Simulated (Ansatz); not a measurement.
**ZnPIrO, from a guessed structure to a relaxed one**

Starting from a made-up structure for ZnPIrO, the aim is the relaxed cell, its shortest contacts and, where a second run follows, its electronic structure.

Method: DFT, PBE, plane-wave PAW, files of the set soft_1, scalar-relativistic, no spin, cell and ions relaxed at zero pressure; PAW set soft_1, in the first sound run; inputs show where later runs differ, in Ansatz 0.2.0.

### Step 1. Starting point

Symmetry: R-3m, No. 166, trigonal system. Conventional cell: a = 3.663 Å, b = 3.663 Å, c = 27.999 Å, α = 90.00°, β = 90.00°, γ = 120.00°. Nearest to Ir lie 4 O at 2.07 to 2.19 Å and 3 P at 2.85 Å. Nearest to Zn lie 4 P at 2.20 to 2.27 Å. P has 4 Zn at 2.20 to 2.27 Å and 3 Ir at 2.85 Å nearest. Nearest to O lie 4 Ir at 2.07 to 2.19 Å. Farther neighbours and most contacts between anions are not listed.

Structure file:

```cif
data_structure
_symmetry_space_group_name_H-M 'P 1'
_symmetry_Int_Tables_number 1
_cell_length_a 9.5696
_cell_length_b 9.5696
_cell_length_c 9.5696
_cell_angle_alpha 22.067
_cell_angle_beta 22.067
_cell_angle_gamma 22.067
_cell_volume 108.45
loop_
_atom_site_label
_atom_site_type_symbol
_atom_site_fract_x
_atom_site_fract_y
_atom_site_fract_z
_atom_site_occupancy
Ir1 Ir 0.38033 0.38033 0.38033 1
Ir2 Ir 0.61967 0.61967 0.61967 1
Zn3 Zn 0.80387 0.80387 0.80387 1
Zn4 Zn 0.19613 0.19613 0.19613 1
P5 P 0.88497 0.88497 0.88497 1
P6 P 0.11503 0.11503 0.11503 1
O7 O 0.30650 0.30650 0.30650 1
O8 O 0.69350 0.69350 0.69350 1
```

### Step 2. Relaxing cell and atoms

The guessed cell has no reason to be at equilibrium. It is relaxed with the atoms, within the space group of the guess.

Input file input.yaml:

```yaml
crystal:
  lattice:
    - [1.8315, 1.057417018, 9.333]
    - [-1.8315, 1.057417018, 9.333]
    - [0.0, -2.114834036, 9.333]
  atoms:
    - { symbol: Ir, position: [0.38033334, 0.38033334, 0.38033334] }
    - { symbol: Ir, position: [0.61966666, 0.61966666, 0.61966666] }
    - { symbol: Zn, position: [0.803866673, 0.803866673, 0.803866673] }
    - { symbol: Zn, position: [0.196133327, 0.196133327, 0.196133327] }
    - { symbol: P, position: [0.884966673, 0.884966673, 0.884966673] }
    - { symbol: P, position: [0.115033327, 0.115033327, 0.115033327] }
    - { symbol: O, position: [0.306500007, 0.306500007, 0.306500007] }
    - { symbol: O, position: [0.693499993, 0.693499993, 0.693499993] }
kpoints:
  mp_grid: { grid: [8, 8, 8] }
scf:
  occupations: { method: fermi_dirac, width: 0.05 }
hamiltonian:
  xc: pbe
  pseudopotentials: { kind: paw, azcp: { folder: soft_1 } }
relax:
  f_tol: 0.015
  max_steps: 70
  cell: {}
output:
  forces: true
  stress: true
```

On the command line:

```
$ ansatz run input.yaml --threads 4 --pin off --max-ram 10240MiB --backend cpu --events-out ev --progress --plain --runs-dir out
```

Numbers of over 12 decimals in the logs are rounded to 6 here.

The log of the run:

```text
basis.fft_grid_basis auto: the FFT boxes are laid along the combinations [[1, 0, -1], [0, 1, -1], [0, 0, 1]] of the cell's own vectors, 3.663, 3.663 and 9.570 Å long. The dense box has 25×25×64 points. Along the cell's own vectors, as sized, it would have 64×64×64, 6.55 times as many. Of the 12 symmetry operations that the crystal satisfies within crystal.symmetry.tolerance (time reversal apart; of a slab, those that [...]
Engine: ansatz 0.2.0, x86_64-unknown-linux-gnu
Pseudopotentials: kind: paw
Pseudopotential: Ir, paw, valence charge 17, recommended cutoff 420 eV (normal), soft_1/Ir.paw.azcp
Pseudopotential: Zn, paw, valence charge 12, recommended cutoff 420 eV (normal), soft_1/Zn.paw.azcp
Pseudopotential: P, paw, valence charge 5, recommended cutoff 420 eV (normal), soft_1/P.paw.azcp
Pseudopotential: O, paw, valence charge 6, recommended cutoff 420 eV (normal), soft_1/O.paw.azcp
Functional definition: PBE
  parameter kappa = 0.804
  parameter beta = 0.066725
  exchange = pbe_x(kappa = kappa, mu = beta*pi^2/3)
  correlation = pbe_c(beta = beta)
Crystal: 8 atoms, lattice volume = 108.449 Å³
Basis set: ecut = 420 eV, 2089 PW (Γ), FFT grids on a1−a3, a2−a3, a3, exchange–correlation on 50×50×128 points (8 copies of the dense FFT grid, shifted against one another)
Bands: 48, of which v1, the nominal top of the filled ones, is band 40 counted from 1 (39 counted from 0)
Symmetry: 12 space group operations
Space group: R-3m (ITA 166), of the structure as read, at distance tolerance 4.8e-5 Å
k-points: 65 of 512
Non-local potential: Ir, projectors of the file, l = 0: 3, l = 1: 2, l = 2: 2, l = 3: 1
Non-local potential: Zn, projectors of the file, l = 0: 2, l = 1: 2, l = 2: 3, l = 3: 1
Non-local potential: P, projectors of the file, l = 0: 2, l = 1: 2, l = 2: 1
Non-local potential: O, projectors of the file, l = 0: 2, l = 1: 2, l = 2: 1
PAW form: soft (Blöchl's): semilocal exchange-correlation on the pseudo side does not see the compensation charge
PAW one-centre angular grid: Ir, 590 points (default); XC on 64 Gauss nodes
PAW one-centre angular grid: Zn, 590 points (default); XC on 64 Gauss nodes
PAW one-centre angular grid: P, 110 points (default); XC on 64 Gauss nodes
PAW one-centre angular grid: O, 110 points (default); XC on 64 Gauss nodes
Initial density: superposition of atomic densities (chi_scale 0.1, normalization cell, long waves of neutral atoms (reshape's long-wave potential 4.74 eV rms, cloud 2.07 Å wide))
Initial wavefunctions: pseudopotential atomic-orbital guess
Functional: x = pbe(κ = 0.804, μ = 0.219515), c = pbe(β = 0.066725)
SCF iter   1: F=—  HF=-33155.140577 eV  |F-HF|=—  |Δ(HF+E_count)|=         —  Δρ=1.54e-1  dr2=6.13e1  ethr=3.10e-3  ⟨swp⟩=8.2  Hψ=15291  notcnv=0
preconditioner: auto → Kerker (q_TF=auto, 2.593 Å⁻¹)  [metal: Δε(μ)=0.011 eV  Ē_g=9.423 eV  σ=0.050 eV  W_gap=0.06  n_scr=36 (ndim 8)  ℏωp=28.5 eV  f_vac=0.008  D(μ)=3.16/eV (n_scr^D=30)]
SCF iter   2: F=—  HF=-33151.030125 eV  |F-HF|=—  |Δ(HF+E_count)|=    4.11e0  Δρ=7.09e-2  dr2=2.00e1  ethr=3.10e-3  ⟨swp⟩=3.2  Hψ=6558  notcnv=0  defer=30
SCF iter   3: F=—  HF=-33149.369232 eV  |F-HF|=—  |Δ(HF+E_count)|=    1.66e0  Δρ=2.22e-2  dr2=1.82e0  ethr=3.10e-3  ⟨swp⟩=3.6  Hψ=6322  notcnv=0  defer=27
SCF iter   4: F=—  HF=-33149.131130 eV  |F-HF|=—  |Δ(HF+E_count)|=   2.38e-1  Δρ=1.69e-2  dr2=3.50e-1  ethr=2.28e-3  ⟨swp⟩=3.2  Hψ=5909  notcnv=0  defer=15
SCF iter   5: F=—  HF=-33149.042586 eV  |F-HF|=—  |Δ(HF+E_count)|=   8.85e-2  Δρ=4.40e-3  dr2=5.10e-2  ethr=4.37e-4  ⟨swp⟩=3.3  Hψ=5822  notcnv=0  defer=16
SCF iter   6: F=—  HF=-33149.039674 eV  |F-HF|=—  |Δ(HF+E_count)|=   2.91e-3  Δρ=1.93e-3  dr2=7.31e-3  ethr=6.38e-5  ⟨swp⟩=2.0  Hψ=3663  notcnv=0  defer=16
SCF iter   7: F=—  HF=-33149.039673 eV  |F-HF|=—  |Δ(HF+E_count)|=   6.16e-7  Δρ=7.22e-4  dr2=1.23e-3  ethr=9.13e-6  ⟨swp⟩=2.7  Hψ=4906  notcnv=0  defer=16
SCF iter   8: F=—  HF=-33149.040082 eV  |F-HF|=—  |Δ(HF+E_count)|=   4.08e-4  Δρ=2.81e-4  dr2=1.45e-4  ethr=1.53e-6  ⟨swp⟩=2.0  Hψ=4579  notcnv=0  defer=16
SCF iter   9: F=—  HF=-33149.040138 eV  |F-HF|=—  |Δ(HF+E_count)|=   5.60e-5  Δρ=1.17e-4  dr2=1.87e-5  ethr=1.81e-7  ⟨swp⟩=2.0  Hψ=4300  notcnv=0  defer=16
SCF iter  10: F=—  HF=-33149.040235 eV  |F-HF|=—  |Δ(HF+E_count)|=   9.75e-5  Δρ=3.70e-5  dr2=1.99e-6  ethr=2.34e-8  ⟨swp⟩=2.0  Hψ=5123  notcnv=0  defer=16
SCF iter  11: F=—  HF=-33149.040236 eV  |F-HF|=—  |Δ(HF+E_count)|=   6.69e-7  Δρ=2.79e-5  dr2=8.96e-7  ethr=2.49e-9  ⟨swp⟩=2.2  Hψ=4809  notcnv=0  defer=16
SCF iter  12: F=-33149.040236 eV  HF=-33149.040236 eV  |F-HF|=4.60e-8  |Δ(HF+E_count)|=   8.69e-9  Δρ=8.77e-6  dr2=7.12e-8  ethr=1.25e-10  ⟨swp⟩=4.0  Hψ=12993  notcnv=0
SCF 1 converged in 12 iterations: F = -33149.040236 eV  dr2 = 7.12e-8
  greatest PAW one-centre occupation: 1.000 electrons in one spin orbital (limit 2), on the Ir atom at site 1 (counted from 0), in its partial waves of l = 0
relax step   1: F+E_penalty+E_count = -33149.04023564 eV  Δ(F+E_penalty+E_count) = +0.000e0 eV  max|allowed force component| = 4.627e0 eV/Å  Δτ_max = 0.0000 Å  P = +13.158 GPa  Ω = 108.449 Å³  (12 SCF iters, dr2 threshold 1.00e-7 eV, accepted)
Crystal: 8 atoms, lattice volume = 106.404 Å³
Basis set: ecut = 420 eV, 2099 PW (Γ), FFT grids on a1−a3, a2−a3, a3, exchange–correlation on 50×50×128 points (8 copies of the dense FFT grid, shifted against one another)
Initial density: handed on by an earlier stage of this run
Initial wavefunctions: those handed on with the density
iter 1 solved again at ethr=2.21e-3 eV; its pass at ethr=3.10e-3 eV (dr2=1.77e0 eV) is discarded
SCF iter   1: F=—  HF=-33151.409092 eV  |F-HF|=—  |Δ(HF+E_count)|=         —  Δρ=3.14e-2  dr2=1.76e0  ethr=2.21e-3  ⟨swp⟩=1.0  Hψ=16647  notcnv=0
preconditioner: auto → LDOS  [metal: Δε(μ)=0.017 eV  Ē_g=9.057 eV  σ=0.050 eV  W_gap=0.08  n_scr=36 (ndim 8)  ℏωp=28.8 eV  f_vac=0.017  D(μ)=3.50/eV (n_scr^D=30)  β→1.0]
SCF iter   2: F=—  HF=-33151.368280 eV  |F-HF|=—  |Δ(HF+E_count)|=   4.08e-2  Δρ=1.77e-2  dr2=5.66e-1  ethr=2.20e-3  ⟨swp⟩=3.8  Hψ=6084  notcnv=0  defer=3
SCF iter   3: F=—  HF=-33151.200130 eV  |F-HF|=—  |Δ(HF+E_count)|=   1.68e-1  Δρ=7.75e-3  dr2=5.44e-2  ethr=7.07e-4  ⟨swp⟩=3.2  Hψ=6319  notcnv=0  defer=54
SCF iter   4: F=—  HF=-33151.182244 eV  |F-HF|=—  |Δ(HF+E_count)|=   1.79e-2  Δρ=2.31e-3  dr2=4.41e-3  ethr=6.80e-5  ⟨swp⟩=2.5  Hψ=5497  notcnv=0  defer=54
SCF iter   5: F=—  HF=-33151.180953 eV  |F-HF|=—  |Δ(HF+E_count)|=   1.29e-3  Δρ=4.69e-4  dr2=9.21e-5  ethr=5.51e-6  ⟨swp⟩=2.0  Hψ=5265  notcnv=0  defer=54
[...]
SCF 3 converged in 7 iterations: F = -33152.708094 eV  dr2 = 1.97e-7
relax step   3: F+E_penalty+E_count = -33152.70809383 eV  Δ(F+E_penalty+E_count) = -1.527e0 eV  max|allowed force component| = 2.406e0 eV/Å  Δτ_max = 0.1945 Å  P = +3.011 GPa  Ω = 105.233 Å³  energy of the carried Pulay correction = +3.885e-3 eV  (7 SCF iters, dr2 threshold 8.00e-7 eV, accepted)
[... from here on, the SCF cycles and remarks between the steps are left out ...]
relax step   4: F+E_penalty+E_count = -33153.56648424 eV  Δ(F+E_penalty+E_count) = -8.584e-1 eV  max|allowed force component| = 7.103e-1 eV/Å  Δτ_max = 0.1971 Å  P = +2.899 GPa  Ω = 104.361 Å³  energy of the carried Pulay correction = +4.959e-3 eV  (7 SCF iters, dr2 threshold 8.00e-7 eV, accepted)
relax step   5: F+E_penalty+E_count = -33153.66823713 eV  Δ(F+E_penalty+E_count) = -1.018e-1 eV  max|allowed force component| = 1.388e-1 eV/Å  Δτ_max = 0.0955 Å  P = -1.297 GPa  Ω = 107.121 Å³  energy of the carried Pulay correction = +1.591e-3 eV  (7 SCF iters, dr2 threshold 8.00e-7 eV, accepted)
relax step   6: F+E_penalty+E_count = -33153.67607399 eV  Δ(F+E_penalty+E_count) = -7.837e-3 eV  max|allowed force component| = 1.431e-1 eV/Å  Δτ_max = 0.0116 Å  P = +0.281 GPa  Ω = 106.282 Å³  energy of the carried Pulay correction = +2.605e-3 eV  (6 SCF iters, dr2 threshold 8.00e-7 eV, accepted)
relax step   7: F+E_penalty+E_count = -33153.67998052 eV  Δ(F+E_penalty+E_count) = -3.907e-3 eV  max|allowed force component| = 3.851e-2 eV/Å  Δτ_max = 0.0147 Å  P = +0.289 GPa  Ω = 106.499 Å³  energy of the carried Pulay correction = +2.343e-3 eV  (5 SCF iters, dr2 threshold 8.00e-7 eV, accepted)
relax step   8: F+E_penalty+E_count = -33153.68132795 eV  Δ(F+E_penalty+E_count) = -1.347e-3 eV  max|allowed force component| = 3.157e-2 eV/Å  Δτ_max = 0.0144 Å  P = +0.054 GPa  Ω = 106.922 Å³  energy of the carried Pulay correction = +1.831e-3 eV  (6 SCF iters, dr2 threshold 2.54e-7 eV, accepted)
relax step   9: F+E_penalty+E_count = -33153.68147581 eV  Δ(F+E_penalty+E_count) = -1.479e-4 eV  max|allowed force component| = 2.731e-2 eV/Å  Δτ_max = 0.0108 Å  P = +0.089 GPa  Ω = 107.079 Å³  energy of the carried Pulay correction = +1.641e-3 eV  (6 SCF iters, dr2 threshold 6.23e-8 eV, accepted)
relax step  10: F+E_penalty+E_count = -33153.68140376 eV  Δ(F+E_penalty+E_count) = +7.204e-5 eV  max|allowed force component| = 6.870e-3 eV/Å  Δτ_max = 0.0020 Å  P = -0.030 GPa  Ω = 107.189 Å³  energy of the carried Pulay correction = +1.508e-3 eV  (5 SCF iters, dr2 threshold 5.97e-8 eV, accepted)
relax step  11: F+E_penalty+E_count = -33153.68791754 eV  Δ(F+E_penalty+E_count) = -6.514e-3 eV  max|allowed force component| = 5.324e-3 eV/Å  Δτ_max = 0.0000 Å  P = +0.061 GPa  Ω = 107.189 Å³  stress off target by 1.42e-1 GPa  SCF on the basis re-selected at this cell (its energy is not comparable with the rows above)  (7 SCF iters)
relax step  12: F+E_penalty+E_count = -33153.68826241 eV  Δ(F+E_penalty+E_count) = -3.449e-4 eV  max|allowed force component| = 7.282e-3 eV/Å  Δτ_max = 0.0056 Å  P = +0.003 GPa  Ω = 107.090 Å³  energy of the carried Pulay correction = +1.160e-4 eV  (6 SCF iters, dr2 threshold 5.02e-8 eV, accepted)
iter 1 solved again at ethr=3.93e-6 eV; its pass at ethr=3.10e-3 eV (dr2=3.15e-3 eV) is discarded
SCF iter   1: F=—  HF=-33153.688072 eV  |F-HF|=—  |Δ(HF+E_count)|=         —  Δρ=3.06e-5  dr2=1.06e-7  ethr=3.93e-6  ⟨swp⟩=3.0  Hψ=21207  notcnv=0
eigensolver tolerance schedule: the retry pair's looser diagonalisation over-reported the residual by 29578.80 of it (diagonalisation noise at an unbounded share of the residual, at the tolerance the schedule requests for it); recorded, not acted on — ethr = c·dr2/N_el stays at c = 1.0e-1
preconditioner: auto → LDOS  [metal: Δε(μ)=0.007 eV  Ē_g=8.941 eV  σ=0.050 eV  W_gap=0.03  n_scr=36 (ndim 8)  ℏωp=28.7 eV  f_vac=0.013  D(μ)=2.26/eV (n_scr^D=10)  β→1.0]
SCF iter   2: F=—  HF=-33153.688132 eV  |F-HF|=—  |Δ(HF+E_count)|=   5.99e-5  Δρ=1.41e-5  dr2=2.35e-7  ethr=1.33e-10  ⟨swp⟩=4.0  Hψ=8887  notcnv=0
SCF iter   3: F=—  HF=-33153.688132 eV  |F-HF|=—  |Δ(HF+E_count)|=   4.81e-8  Δρ=5.28e-6  dr2=1.66e-8  ethr=1.33e-10  ⟨swp⟩=2.0  Hψ=5065  notcnv=0
SCF iter   4: F=—  HF=-33153.688132 eV  |F-HF|=—  |Δ(HF+E_count)|=   3.39e-9  Δρ=3.25e-6  dr2=5.37e-9  ethr=2.07e-11  ⟨swp⟩=2.0  Hψ=4929  notcnv=0
SCF iter   5: F=—  HF=-33153.688132 eV  |F-HF|=—  |Δ(HF+E_count)|=   1.15e-9  Δρ=8.09e-7  dr2=5.36e-10  ethr=6.71e-12  ⟨swp⟩=2.0  Hψ=3971  notcnv=0
SCF iter   6: F=-33153.688132 eV  HF=-33153.688132 eV  |F-HF|=3.64e-11  |Δ(HF+E_count)|=  5.09e-11  Δρ=2.50e-7  dr2=4.31e-11  ethr=1.00e-12  ⟨swp⟩=3.6  Hψ=13106  notcnv=0
SCF 13 converged in 6 iterations: F = -33153.688132 eV  dr2 = 4.31e-11
relax step  13: F+E_penalty+E_count = -33153.68813193 eV  Δ(F+E_penalty+E_count) = +1.305e-4 eV  max|allowed force component| = 7.314e-3 eV/Å  Δτ_max = 0.0000 Å  P = +0.002 GPa  Ω = 107.090 Å³  stress off target by 2.56e-2 GPa  SCF on the basis re-selected at this cell (its energy is not comparable with the rows above)  (6 SCF iters)
basis re-selected at this cell: Δ(F+E_penalty+E_count) = +1.305e-4 eV, ΔP = -0.001 GPa vs the last step (what re-selecting the basis moved, of the pressure what is left beyond the Pulay correction that the steps carried, after the strain that the cell walked since its last selection, with what the two solves' SCF thresholds leave and, on support functions, any second-order correction that the steps lacked; it is no m [...]
SCF converged after 6 iterations
Free energy (F): -33153.688132 eV
Harris-Foulkes:  -33153.688132 eV  (|F-HF|=3.64e-11)
Internal energy: -33153.668987 eV  (E = F + TS)
E sigma→0 (E₀):  -33153.678559 eV
Entropy (-TS):   -0.019145 eV (-2.393 meV/atom)
Fermi energy:    13.671650 eV
--- Per-component energies (eV) ---
  E_band       = -288.228884
  E_kinetic    = 1847.728926
  E_local      = -7784.078925  (includes V_loc(G=0)·N_el)
  E_nonlocal   = 2185.059091
  E_hartree    = 2939.398726
  E_xc         = -905.718479
  E_vxc        = -919.528418  (∫ρ·V_xc dr)
  E_paw        = -23762.613446  (= ΣΔE_a)
  E_vpaw       = -1496.209092  (= ΣTr[D̂ρ^β])
  E_aug_tail   = 0.001615  (compensation charges beyond the density's cutoff)
  E_ewald      = -7673.446496
  E_smearing   = -0.019145  (= −TS)
  E_closure    = 0.000000  (closes the sum)
  Σ components = -33153.688132   (vs F -33153.688132, Δ=0.00e0)
--- Forces (eV/Å), atoms counted from 1 ---
  atom   1  Ir    -0.00000000    -0.00000000     0.00036030
  atom   2  Ir     0.00000000     0.00000000    -0.00036030
  atom   3  Zn    -0.00000000    -0.00000000     0.00067483
  atom   4  Zn    -0.00000000     0.00000000    -0.00067483
  atom   5  P     -0.00000000    -0.00000000     0.00085130
  atom   6  P      0.00000000     0.00000000    -0.00085130
  atom   7  O      0.00000000     0.00000000     0.00731376
  atom   8  O     -0.00000000    -0.00000000    -0.00731376
  max |Σ_I F_I| component: 1.73e-18 eV/Å
--- Stress (GPa, compression-positive) ---
        0.015472      -0.000000       0.000000
       -0.000000       0.015472       0.000000
        0.000000       0.000000      -0.025648
  P = ⅓ Tr σ = 0.0018 GPa (0.018 kbar)
--- Relaxed structure (11 steps of the walk, 11 accepted, 2 SCFs on fresh bases) ---
  F+E_penalty+E_count = -33153.68813193 eV   max|allowed force component| = 7.314e-3 eV/Å   (the final SCF, on the basis selected at the relaxed cell)
  cell:  # Å, volume = 107.0904 Å³
    - [1.917105, 1.106841, 8.411401]
    - [-1.917105, 1.106841, 8.411401]
    - [0, -2.213682, 8.411401]
  atoms:
    - { symbol: Ir, position: [0.391244, 0.391244, 0.391244] }
    - { symbol: Ir, position: [0.608756, 0.608756, 0.608756] }
    - { symbol: Zn, position: [0.805032, 0.805032, 0.805032] }
    - { symbol: Zn, position: [0.194968, 0.194968, 0.194968] }
    - { symbol: P, position: [0.910732, 0.910732, 0.910732] }
    - { symbol: P, position: [0.089268, 0.089268, 0.089268] }
    - { symbol: O, position: [0.307756, 0.307756, 0.307756] }
    - { symbol: O, position: [0.692244, 0.692244, 0.692244] }
```

The job ended after 58 s (4 threads of Intel Xeon 6975P-C (Granite Rapids), shared host; peak memory 0.71 GiB; 3.6 min of CPU time).

This run has no spin polarisation, although Ir can carry a moment.

Relaxation path:

```
step  energy less that of the first step (eV)  largest force component (eV/Å)  pressure (GPa)  volume (Å³)
   1                                   0.0000                          4.6266           13.16       108.45
   2                                  -2.1407                          3.4911            6.12       106.40
   3                                  -3.6679                          2.4057            3.01       105.23
   4                                  -4.5262                          0.7104            2.90       104.36
   5                                  -4.6280                          0.1388           -1.30       107.12
   6                                  -4.6358                          0.1431            0.28       106.28
   7                                  -4.6397                          0.0385            0.29       106.50
   8                                  -4.6411                          0.0316            0.05       106.92
   9                                  -4.6412                          0.0273            0.09       107.08
  10                                  -4.6412                          0.0069           -0.03       107.19
 11*                                  -4.6477                          0.0053            0.06       107.19
  12                                  -4.6480                          0.0073            0.00       107.09
 13*                                  -4.6479                          0.0073            0.00       107.09
```

Relaxation steps marked * repeat the geometry before them on a plane-wave basis chosen anew for their cell, so energy and pressure can jump there.

Forces are held to the 12 operations that the run works with; a distortion that breaks them can't arise in this run.

```
conventional cell, symmetrised  before   after  change
                         a (Å)   3.663   3.834  +4.7 %
                         b (Å)   3.663   3.834  +4.7 %
                         c (Å)  27.999  25.234  -9.9 %
              volume (Å³/atom)   13.56   13.39  -1.3 %
```

The atoms that moved most (Å, as changes of fractional coordinates times the final cell):

```
atom     dx     dy      dz  length
  P5  0.000  0.000   0.650   0.650
  P6  0.000  0.000  -0.650   0.650
 Ir2  0.000  0.000  -0.275   0.275
 Ir1  0.000  0.000   0.275   0.275
  O7  0.000  0.000   0.032   0.032
  O8  0.000  0.000  -0.032   0.032
 Zn4  0.000  0.000  -0.029   0.029
 Zn3  0.000  0.000   0.029   0.029
```

The relaxed structure:

```cif
data_structure
_symmetry_space_group_name_H-M 'P 1'
_symmetry_Int_Tables_number 1
_cell_length_a 8.6978
_cell_length_b 8.6978
_cell_length_c 8.6978
_cell_angle_alpha 25.466
_cell_angle_beta 25.466
_cell_angle_gamma 25.466
_cell_volume 107.09
loop_
_atom_site_label
_atom_site_type_symbol
_atom_site_fract_x
_atom_site_fract_y
_atom_site_fract_z
_atom_site_occupancy
Ir1 Ir 0.39124 0.39124 0.39124 1
Ir2 Ir 0.60876 0.60876 0.60876 1
Zn3 Zn 0.80503 0.80503 0.80503 1
Zn4 Zn 0.19497 0.19497 0.19497 1
P5 P 0.91073 0.91073 0.91073 1
P6 P 0.08927 0.08927 0.08927 1
O7 O 0.30776 0.30776 0.30776 1
O8 O 0.69224 0.69224 0.69224 1
```

This step gave:

- free energy: -33153.6881 eV
- energy at zero smearing: -33153.6786 eV
- smearing term TS: 0.01914 eV
- Fermi energy: 13.67 eV
- electrons: 80
- symmetry operations: 12
- pressure: 0.001765 GPa

Shortest distances by pair of elements, guess and relaxed (not always the same contact):

```
 pair  guess (Å)  relaxed (Å)
 Ir–O      2.067        2.107
 Ir–P      2.846        2.351
 P–Zn      2.204        2.537
  O–O      2.594        2.563
Zn–Zn      2.682        2.634
```

The relaxation ends with a largest force component of 0.0073 eV/Å and a pressure of 0.00 GPa.

(Continued in part 2 of 2.)

[Logs are printed without paths, hosts, clocks, repeated set-up lines and the standing remarks that a program may print on its own settings, such as how far it seeks lower states.]

[Hosts, paths, dates, database ids (printed as entryN), source tags and the programs' standing remarks are cut or masked in the printed files.]
